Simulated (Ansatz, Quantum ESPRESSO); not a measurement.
# Mo (Im-3m): electron-phonon coupling, part 3 of 4

How strong is the electron-phonon coupling in Mo (Im-3m)?

Quantum ESPRESSO 7.5; DFT PBE, scalar-relativistic, plane waves, PseudoDojo norm-conserving pseudopotentials.

So far. Step 7 (Linear response on the mesh): The acoustic modes at Γ come out as far as 0.8 cm⁻¹ from zero, where they should vanish, a small numerical error. Step 9 (Interpolated phonon bands): All branches are real along the path. The relaxed cell has a = 3.159 Å (conventional setting).

### 10. Density of states

Sums over the zone need many more wavevectors than were solved, so the interpolation is sampled on a dense mesh.

matdyn.in reads:

```
 &input
    asr='crystal',
    flfrc='x.fc',
    dos=.true.,
    fldos='x.dos',
    nk1=20,
    nk2=20,
    nk3=20,
    deltaE=0.3,
    la2F=.true.,
 /
```

Started as:

```bash
$ matdyn.x -in matdyn.in > matdyn.out
```

Numbers of over 12 decimals in the logs are rounded to 6 here.

What it wrote:

```text
[banner, memory and clock lines left out]
Program MATDYN v.7.5

 mass for atomic type   1 not given; uses mass from file x.fc
 Norm of the difference between old and new effective charges:    0.000000

 Norm of the difference between old and new force-constants:   9.28812e-07

     Message from routine matdyn:
     Z* not found in file x.fc, TO-LO splitting at q=0 will be absent!
 Norm of the difference between old and new effective charges:    0.000000

 Norm of the difference between old and new force-constants:   1.58634e-05

 Norm of the difference between old and new effective charges:    0.000000

 Norm of the difference between old and new force-constants:   2.24344e-05

 Norm of the difference between old and new effective charges:    0.000000

 Norm of the difference between old and new force-constants:   3.11769e-05

 Norm of the difference between old and new effective charges:    0.000000

 Norm of the difference between old and new force-constants:   4.42647e-05

 Norm of the difference between old and new effective charges:    0.000000

 Norm of the difference between old and new force-constants:   6.80934e-05

 Norm of the difference between old and new effective charges:    0.000000

 Norm of the difference between old and new force-constants:   0.0001052

 Norm of the difference between old and new effective charges:    0.000000

 Norm of the difference between old and new force-constants:   0.0001554

 Norm of the difference between old and new effective charges:    0.000000

 Norm of the difference between old and new force-constants:   0.000220377

 Norm of the difference between old and new effective charges:    0.000000

 Norm of the difference between old and new force-constants:   0.000306714

 Norm of the difference between old and new effective charges:    0.000000

 Norm of the difference between old and new force-constants:   0.000424727

Note: The following floating-point exceptions are signalling: IEEE_UNDERFLOW_FLAG
```

Elapsed: 59 s, on 1 thread of Intel Xeon at 2.70GHz, shared host.

Numbers from this step:

```yaml
share_of_modes_beyond_3i_cm_minus1_on_the_dense_interpolated_mesh: 0
electron_phonon_coupling_constant: 0.5106
logarithmic_mean_frequency_weighted_by_the_coupling: 266.0 K
zero_point_energy_per_atom: 35.24 meV
heat_capacity_at_300_k: 23.23 J/(mol atoms K)
vibrational_entropy_at_300_k: 28.95 J/(mol atoms K)
```

The phonon density of states has structure finer than the step of the table below, so its rows give means over 10 cm⁻¹, whole bins alone (the curve runs from 0 to 261 cm⁻¹). Peaks (cm⁻¹: height): 201.0: 0.0385, 247.5: 0.0336.

Tetrahedra. The phonon density of states by wavenumber; means over each step:

wavenumber (cm⁻¹), phonon density of states (1/cm⁻¹/cell) and a bar:
```
       10     0.0000 
       20     0.0001 
       30     0.0002 
       40     0.0004 
       50     0.0007 #
       60     0.0010 #
       70     0.0014 #
       80     0.0019 ##
       90     0.0025 ##
      100     0.0033 ###
      110     0.0043 ####
      120     0.0056 #####
      130     0.0076 ######
      140     0.0108 #########
      150     0.0168 ##############
      160     0.0194 ################
      170     0.0226 ###################
      180     0.0281 ########################
      190     0.0296 #########################
      200     0.0358 ##############################
      210     0.0238 ####################
      220     0.0160 #############
      230     0.0186 ################
      240     0.0265 ######################
      250     0.0200 #################
```

Harmonic thermodynamic functions per atom, summed over the density of states scaled to three modes an atom; melting is ignored. Thermodynamic functions:

| T (K) | F_vib (meV/atom) | S (J/mol-atom/K) | C_V (J/mol-atom/K) |
| --- | --- | --- | --- |
| 0 | 35.24 | 0 | 0 |
| 50 | 35.09 | 1.24 | 4.015 |
| 100 | 33 | 7.311 | 13.96 |
| 200 | 18.6 | 19.87 | 21.31 |
| 300 | -6.95 | 28.95 | 23.23 |
| 400 | -40.62 | 35.74 | 23.96 |
| 500 | -80.56 | 41.13 | 24.31 |
| 600 | -125.6 | 45.58 | 24.5 |
| 700 | -174.8 | 49.37 | 24.62 |
| 800 | -227.7 | 52.66 | 24.69 |
| 900 | -283.8 | 55.57 | 24.75 |
| 1000 | -342.8 | 58.18 | 24.78 |

λ by broadening:

```csv
broadening (Ry),lambda,N(E_F) (states/spin/Ry/cell),ω_log (K)
0.005,0.4736,4.122,259.7
0.01,0.5401,4.345,268.9
0.015,0.5324,4.438,268.1
0.02,0.5106,4.447,266
0.025,0.496,4.458,264.4
0.03,0.4894,4.49,263.3
0.035,0.4877,4.535,262.7
0.04,0.4887,4.588,262.4
0.045,0.4914,4.651,262.2
0.05,0.4955,4.727,262
```

The alpha^2 F has structure finer than the step of the table below, so its rows give means over 1 meV, whole bins alone (the curve runs from 0.019 to 32.5 meV). Peaks (meV: height): 22.6: 0.921, 30.6: 0.488.

Gaussian broadening 0.02 Ry. Table of alpha^2 F by phonon energy; means over each step:

phonon energy (meV), alpha^2 F and a bar from the least value:
```
        3      0.000 
        4      0.000 
        5      0.000 
        6     -0.001 
        7     -0.001 
        8     -0.001 
        9     -0.001 
       10     -0.001 
       11      0.000 
       12      0.002 
       13      0.005 
       14      0.013 #
       15      0.025 #
       16      0.050 ##
       17      0.099 ####
       18      0.262 ###########
       19      0.383 #################
       20      0.406 ##################
       21      0.462 ####################
       22      0.635 ############################
       23      0.692 ##############################
       24      0.537 #######################
       25      0.514 ######################
       26      0.350 ###############
       27      0.272 ############
       28      0.238 ##########
       29      0.288 #############
       30      0.364 ################
       31      0.265 ############
```

At 300 K the heat capacity has reached 93 % of the Dulong-Petit value.

### 11. The same in Ansatz

A second program on the same cell, potentials, cutoff and meshes tests the implementation of the phonon response, not its convergence. Its couplings are summed in its own way. Its k mesh is centred on Γ.

This step: DFT PBE, scalar-relativistic, plane waves, PseudoDojo norm-conserving pseudopotentials (Ansatz 0.2.0).

input.yaml reads:

```yaml
crystal:
  lattice:
    - [-1.579468852, 1.579468852, 1.579468852]
    - [1.579468852, -1.579468852, 1.579468852]
    - [1.579468852, 1.579468852, -1.579468852]
  atoms:
    - { symbol: Mo, position: [0.0, 0.0, 0.0] }
kpoints:
  mp_grid: { grid: [16, 16, 16] }
hamiltonian:
  xc: pbe
  pseudopotentials: { kind: nc, accuracy: standard }
scf:
  occupations: { method: cold, width: 0.27211 }
output:
  eigenvalues: true
basis:
  ecutwfc: 979.61
phonons:
  method: dfpt
  qmesh: [4, 4, 4]
  temperatures: { t_max: 1000, t_step: 50 }
  qpath:
    path:
      - [[0.0, 0.0, 0.0], [0.5, -0.5, 0.5], [0.0, 0.0, 0.5], [0.0, 0.0, 0.0], [0.25, 0.25, 0.25], [0.5, -0.5, 0.5]]
      - [[0.25, 0.25, 0.25], [0.0, 0.0, 0.5]]
    npoints: 12
  electrical_resistivity: { temperatures: [77, 300], mesh: [32, 32, 32] }
```

Started as:

```bash
$ ansatz run input.yaml --threads 8 --pin off --max-ram 16384MiB --backend cpu --events-out ev --progress --plain --runs-dir out
```

What it wrote:

```text
Warning: basis.ecutwfc = 979.61 eV is below the records' recommended 1088.45545 eV, and the density's cutoff is lower with it unless basis.ecutrho_ratio is high enough to keep the records' density cutoff: compare with a run at a higher cutoff
Engine: ansatz 0.2.0, x86_64-unknown-linux-gnu
Pseudopotentials: kind: nc
Pseudopotential: Mo, nc, valence charge 14, recommended cutoff 1088.45545 eV (normal), Mo.nc.azcp (PseudoDojo's, or run here from an input of PseudoDojo's; its table is named by hamiltonian.pseudopotentials.accuracy)
Functional definition: PBE
  parameter kappa = 0.804
  parameter beta = 0.066725
  exchange = pbe_x(kappa = kappa, mu = beta*pi^2/3)
  correlation = pbe_c(beta = beta)
Crystal: 1 atoms, lattice volume = 15.761 Å³
Basis set: ecut = 979.61 eV, 1061 PW (Γ), exchange–correlation on 60×60×60 points (8 copies of the dense FFT grid, shifted against one another)
Bands: 11, of which v1, the nominal top of the filled ones, is band 7 counted from 1 (6 counted from 0)
Symmetry: 48 space group operations
k-points: 145 of 4096
Non-local potential: Mo, projectors of the file, l = 0: 2, l = 1: 2, l = 2: 2
Initial density: superposition of atomic densities (chi_scale 0.1, normalization cell)
Initial wavefunctions: pseudopotential atomic-orbital guess
Functional: x = pbe(κ = 0.804, μ = 0.219515), c = pbe(β = 0.066725)
SCF iter   1: F=—  HF=-1912.990861 eV  |F-HF|=—  |Δ(HF+E_count)|=         —  Δρ=1.09e-1  dr2=1.79e0  ethr=3.10e-3  ⟨swp⟩=5.8  Hψ=10862  notcnv=0
preconditioner: auto → none  [metal: Δε(μ)=0.034 eV  Ē_g=8.586 eV  σ=0.272 eV  W_gap=0.08  n_scr=0 (ndim 8)  ℏωp=22.9 eV  f_vac=0.000  D(μ)=0.41/eV (n_scr^D=0)]
SCF iter   2: F=—  HF=-1912.383870 eV  |F-HF|=—  |Δ(HF+E_count)|=   6.07e-1  S|Δr|=    0.00e0  Δρ=3.32e-2  dr2=5.40e-2  ethr=3.10e-3  ⟨swp⟩=2.4  Hψ=4285  notcnv=0  defer=7
SCF iter   3: F=—  HF=-1912.379796 eV  |F-HF|=—  |Δ(HF+E_count)|=   4.07e-3  S|Δr|=    0.00e0  Δρ=1.33e-2  dr2=8.22e-3  ethr=3.86e-4  ⟨swp⟩=1.0  Hψ=1644  notcnv=0  defer=7
SCF iter   4: F=—  HF=-1912.379651 eV  |F-HF|=—  |Δ(HF+E_count)|=   1.45e-4  S|Δr|=    0.00e0  Δρ=6.15e-4  dr2=1.64e-5  ethr=5.87e-5  ⟨swp⟩=1.0  Hψ=1594  notcnv=0  defer=7
SCF iter   5: F=—  HF=-1912.379715 eV  |F-HF|=—  |Δ(HF+E_count)|=   6.41e-5  S|Δr|=    0.00e0  Δρ=1.15e-4  dr2=2.34e-7  ethr=1.17e-7  ⟨swp⟩=3.0  Hψ=3066  notcnv=0  defer=7
SCF iter   6: F=—  HF=-1912.379715 eV  |F-HF|=—  |Δ(HF+E_count)|=   6.21e-7  S|Δr|=    0.00e0  Δρ=6.51e-6  dr2=2.23e-9  ethr=1.67e-9  ⟨swp⟩=2.3  Hψ=2521  notcnv=0  defer=7
SCF iter   7: F=—  HF=-1912.379715 eV  |F-HF|=—  |Δ(HF+E_count)|=  8.26e-10  S|Δr|=    0.00e0  Δρ=1.49e-6  dr2=4.94e-11  ethr=1.59e-11  ⟨swp⟩=2.2  Hψ=2530  notcnv=0  defer=7
SCF iter   8: F=-1912.379715 eV  HF=-1912.379715 eV  |F-HF|=2.27e-13  |Δ(HF+E_count)|=  1.36e-12  S|Δr|=    0.00e0  Δρ=5.02e-8  dr2=2.18e-13  ethr=1.00e-12  ⟨swp⟩=9.0  Hψ=10724  notcnv=0
SCF 1 converged in 8 iterations: F = -1912.379715 eV  dr2 = 2.18e-13
NSCF: frozen V_eff on 145 k-points
NSCF: frozen V_eff on 349 k-points
DFPT response loops at q = (0, 0, 0) (fractional): preconditioner auto → Kerker (q_TF=auto, 2.675 Å⁻¹) (partly filled bands, converged f_vac=0.000); β = 1.00, the filter's whole step (`scf.mixing.beta` (0.50) is not read by the response loops under this deck's `scf.mixing.preconditioner`; to damp them name `kerker` or `kerker_dos`, under which they read `scf.mixing.beta`, and type it under 1.00, their step now; both keys bind the ground state too); Broyden in place of MSR1
NSCF: frozen V_eff on 4352 k-points
DFPT response loops at q = (0, 0, 0.25) (fractional): mixed as the last ones told, above
NSCF: frozen V_eff on 2196 k-points
DFPT response loops at q = (0, 0, -0.5) (fractional): mixed as the last ones told, above
NSCF: frozen V_eff on 8192 k-points
DFPT response loops at q = (0, 0.25, 0.25) (fractional): mixed as the last ones told, above
NSCF: frozen V_eff on 1178 k-points
DFPT response loops at q = (0.25, 0.25, 0.25) (fractional): mixed as the last ones told, above
NSCF: frozen V_eff on 2320 k-points
DFPT response loops at q = (0.25, 0.25, -0.25) (fractional): mixed as the last ones told, above
NSCF: frozen V_eff on 4352 k-points
DFPT response loops at q = (0.25, -0.5, -0.5) (fractional): mixed as the last ones told, above
NSCF: frozen V_eff on 698 k-points
DFPT response loops at q = (-0.5, -0.5, -0.5) (fractional): mixed as the last ones told, above
SCF iter   1: F=—  HF=-1912.990861 eV  |F-HF|=—  |Δ(HF+E_count)|=         —  Δρ=1.09e-1  dr2=1.79e0  ethr=3.10e-3  ⟨swp⟩=5.8  Hψ=10862  notcnv=0
SCF iter   2: F=—  HF=-1912.383870 eV  |F-HF|=—  |Δ(HF+E_count)|=   6.07e-1  S|Δr|=    0.00e0  Δρ=3.32e-2  dr2=5.40e-2  ethr=3.10e-3  ⟨swp⟩=2.4  Hψ=4285  notcnv=0  defer=7
SCF iter   3: F=—  HF=-1912.379796 eV  |F-HF|=—  |Δ(HF+E_count)|=   4.07e-3  S|Δr|=    0.00e0  Δρ=1.33e-2  dr2=8.22e-3  ethr=3.86e-4  ⟨swp⟩=1.0  Hψ=1644  notcnv=0  defer=7
SCF iter   4: F=—  HF=-1912.379651 eV  |F-HF|=—  |Δ(HF+E_count)|=   1.45e-4  S|Δr|=    0.00e0  Δρ=6.15e-4  dr2=1.64e-5  ethr=5.87e-5  ⟨swp⟩=1.0  Hψ=1594  notcnv=0  defer=7
SCF iter   5: F=—  HF=-1912.379715 eV  |F-HF|=—  |Δ(HF+E_count)|=   6.41e-5  S|Δr|=    0.00e0  Δρ=1.15e-4  dr2=2.34e-7  ethr=1.17e-7  ⟨swp⟩=3.0  Hψ=3066  notcnv=0  defer=7
SCF iter   6: F=—  HF=-1912.379715 eV  |F-HF|=—  |Δ(HF+E_count)|=   6.21e-7  S|Δr|=    0.00e0  Δρ=6.51e-6  dr2=2.23e-9  ethr=1.67e-9  ⟨swp⟩=2.3  Hψ=2521  notcnv=0  defer=7
SCF iter   7: F=—  HF=-1912.379715 eV  |F-HF|=—  |Δ(HF+E_count)|=  8.26e-10  S|Δr|=    0.00e0  Δρ=1.49e-6  dr2=4.94e-11  ethr=1.59e-11  ⟨swp⟩=2.2  Hψ=2530  notcnv=0  defer=7
SCF iter   8: F=-1912.379715 eV  HF=-1912.379715 eV  |F-HF|=4.55e-13  |Δ(HF+E_count)|=  1.82e-12  S|Δr|=    0.00e0  Δρ=4.86e-8  dr2=2.01e-13  ethr=1.00e-12  ⟨swp⟩=3.1  Hψ=4212  notcnv=0
SCF 2 converged in 8 iterations: F = -1912.379715 eV  dr2 = 2.01e-13
NSCF: frozen V_eff on 145 k-points
NSCF: frozen V_eff on 897 k-points
[...]
SCF converged after 8 iterations
Stability not checked: this state was not tested for a lower state beside it, because cold or Methfessel-Paxton smearing, or corrected tetrahedra, fill the levels in a way that the test cannot read (fill_not_monotonic; see scf.lower_state_search)
Free energy (F): -1912.379715 eV
Harris-Foulkes:  -1912.379715 eV  (|F-HF|=2.27e-13)
Internal energy: -1912.378780 eV  (E = F + TS)
E sigma→0 (E₀):  -1912.379403 eV
Entropy (-TS):   -0.000935 eV (-0.935 meV/atom)
Fermi energy:    21.163969 eV
--- Per-component energies (eV) ---
  E_band       = -53.969672
  E_kinetic    = 605.168284
  E_local      = -1088.623599  (includes V_loc(G=0)·N_el)
  E_nonlocal   = 234.183706
  E_hartree    = 243.183976
  E_xc         = -280.567474
  E_vxc        = -291.066028  (∫ρ·V_xc dr)
  E_ewald      = -1625.723673
  E_smearing   = -0.000935  (= −TS)
  E_closure    = -0.000000  (closes the sum)
  Σ components = -1912.379715   (vs F -1912.379715, Δ=0.00e0)
--- Band table (eV; the first three rows and the last of 145) ---
  k-point 0: bands = [... 3 lower, -13.4045, 13.9629, 19.8224, 19.8224, 19.8224, 22.8106, 22.8106, 36.0838]
  k-point 1: bands = [... 3 lower, -13.4049, 14.1340, 19.7262, 19.8068, 19.9831, 22.6700, 22.8135, 36.2092]
  k-point 2: bands = [... 3 lower, -13.4061, 14.6158, 19.4638, 19.7339, 20.4568, 22.3854, 22.8299, 36.4816]
  k-point 144: bands = [... 3 lower, -14.3447, 15.7922, 15.7922, 25.1019, 25.1019, 25.1019, 30.1956, 30.1956]
--- Phonons (Γ-DFPT): 1 representative perturbation + reference (Σ response iterations 4) ---
  ASR residual: 1.288e-4 → 0.000e0 eV/Å²; symmetrization residual: 2.711e-20 eV/Å²
  ASR residual per site (eV/Å²): 1.29e-4
  Γ frequencies (cm⁻¹): 0.00 0.00 0.00
--- Phonons (arbitrary-q DFPT): 8 irreducible q on the 4×4×4 mesh ---
  q = [0.0000, 0.0000, 0.0000] (star 1, of the zone-centre solve; hermiticity 7.84e-25, symmetrization 8.42e-16): -0.00 -0.00 0.00
  q = [0.0000, 0.0000, 0.2500] (star 12, 2 solved perturbations in 3336 linear systems a pass and spin channel, the states on 2176 of 4096 k-point pairs; hermiticity 3.16e-14, symmetrization 1.17e-13): 113.52 132.19 194.21
  q = [0.0000, 0.0000, -0.5000] (star 6, 2 solved perturbations in 1719 linear systems a pass and spin channel, the states on 1098 of 4096 k-point pairs; hermiticity 3.19e-14, symmetrization 4.58e-14): 145.84 194.74 261.53
  q = [0.0000, 0.2500, 0.2500] (star 24, 2 solved perturbations in 6272 linear systems a pass and spin channel, the states on 4096 of 4096 k-point pairs; hermiticity 5.19e-9, symmetrization 2.18e-14): 185.62 198.32 235.05
  q = [0.2500, 0.2500, 0.2500] (star 2, 1 solved perturbation on 589 of 4096 k-point pairs; hermiticity 2.00e-14, symmetrization 2.31e-13): 206.86 206.86 206.86
  q = [0.2500, 0.2500, -0.2500] (star 6, 2 solved perturbations in 1808 linear systems a pass and spin channel, the states on 1160 of 4096 k-point pairs; hermiticity 6.20e-14, symmetrization 5.58e-14): 146.31 146.31 238.36
  q = [0.2500, -0.5000, -0.5000] (star 12, 2 solved perturbations in 3336 linear systems a pass and spin channel, the states on 2176 of 4096 k-point pairs; hermiticity 1.59e-13, symmetrization 1.11e-13): 173.11 218.88 234.05
  q = [-0.5000, -0.5000, -0.5000] (star 1, 1 solved perturbation on 349 of 4096 k-point pairs; hermiticity 6.22e-14, symmetrization 4.12e-13): 182.01 182.01 182.01
  sum rule: each row above includes the acoustic sum rule's correction from the zone centre's row sums; it moved no ω² by more than (0.60 cm⁻¹)²
  mesh force constants: q→R imaginary residual 0.00e0; ASR residual 1.288e-4 → 0.000e0 eV/Å²; symmetrization residual 1.421e-14 eV/Å²
  interpolated dispersion: 74 rows × 3 modes
  density of states and harmonic sums: on the 28×28×28 q-mesh, interpolated from the force constants of a 4×4×4 supercell (no non-analytic term)
  largest difference from the sums on the solved wave vectors: F 1.04e-2 eV, S 1.44e-5 and C_V 4.03e-6 eV/K
  zero-point energy: 0.035236 eV/cell   skipped modes (ω ≤ 0): 3   left out of the sums: 4.56e-5 of the cell's modes: C_V's classical limit lies that fraction below 3 k_B per atom; for a crystal, a wire or a layer, F and S can be off by more, and a phonons.interpolated_qmesh denser along its periods is the remedy for the sampling
--- Electrical resistivity: potentials and phonons of a 4×4×4 supercell ---
  scattering by harmonic phonons alone, with no dipole-dipole term; scattering by other electrons, impurities, surfaces and spin disorder is left out, and so is spin–orbit coupling
  the resistivity is that of a variational response, whose dependence on the energy is improved iteratively
  at the Fermi level of each mesh (of a tensor a third of its trace):
           mesh   spin    states/(eV spin)  plasma energy (eV)         λ      λ_tr    ħω_log (meV)
       32×32×32                     0.2960              8.5590    0.4287    0.3962          22.165
       16×16×16                     0.3067              8.4198    0.4405    0.4046          22.176
          8×8×8                     0.3188              8.2351    0.4657    0.4407          22.468
  resistivity on the deck's mesh, µΩ·cm:
     T (K)       trace/3  mesh converged            xx            yy            zz    lowest order   relaxation time
     77.00     5.2099e-1              no     5.2099e-1     5.2099e-1     5.2099e-1       6.8307e-1         5.6667e-1
    300.00      5.6800e0              no      5.6800e0      5.6800e0      5.6800e0        6.1295e0          6.1303e0
  mean free path at 77 K (of a tensor a third of its trace): 146 nm by what each carries, 117 by the Fermi surface alone
  Hall coefficient in a weak field at 77 K (a third of the trace): 1.849e-10 m³/C (as a tensor it moves by 2.5 % between the two finest meshes); by each state's relaxation time: 2.003e-10 m³/C; by a constant relaxation time: 9.215e-11 m³/C
  mean free path at 300 K (of a tensor a third of its trace): 12.3 nm by what each carries, 10.7 by the Fermi surface alone
  Hall coefficient in a weak field at 300 K (a third of the trace): 1.828e-10 m³/C (as a tensor it moves by 1.0 % between the two finest meshes); by each state's relaxation time: 1.907e-10 m³/C; by a constant relaxation time: 9.134e-11 m³/C
  the resistivity times a path that all electrons share, by the Fermi surface of the deck's mesh alone (a third of the trace): 6.081e-16 Ω·m²
  not converged in the mesh (λ; λ_tr; the resistivity at 77 K by 5.79 %; the resistivity at 300 K by 5.87 %): between neighbouring meshes, the two finest first, λ moves by 2.76 % and 5.72 %, λ_tr by 2.12 % and 8.92 % and the resistivity by up to 5.87 % and 14.26 %; an estimate, no bound, puts it up to 4.0e-7 % above the Boltzmann equation's exact value after up to 5 iterations (at most 30 are made, fewer where the estimate is under 1.0e-6 % of each spin channel's own resistivity)
  vibrations of 64 cells: unjudged by the run; compare a larger repeat
  the changes of the potential over all sites missed a rigid shift's by 0.00 % (the site terms' by 0.00 %)
  at the force constants' own smearing the fine mesh and the k-points of their solves give squared frequencies that differ by 14.6 % of the larger at the most, at (-0.5, -0.5, -0.5)
```

Wall time 6.9 min (8 threads); peak memory 5.3 GiB.

Numbers from this step:

| Quantity | Value |
| --- | --- |
| sum-rule residual before enforcement | 1.29e-4 eV/Å² |
| electron-phonon coupling constant | 0.4287 |
| logarithmic mean frequency weighted by the coupling | 257.2 K |
| vibrational entropy at 300 K | 28.96 J/(mol atoms K) |

(Continued in part 4 of 4.)

[Host names and launcher messages were left out of these logs when they were recorded.]

[Logs are printed without paths, hosts, clocks, repeated set-up lines and the standing remarks that a program may print on its own settings, such as how far it seeks lower states.]

[Hosts, paths, dates, database ids (printed as entryN), source tags and the programs' standing remarks are cut or masked in the printed files.]
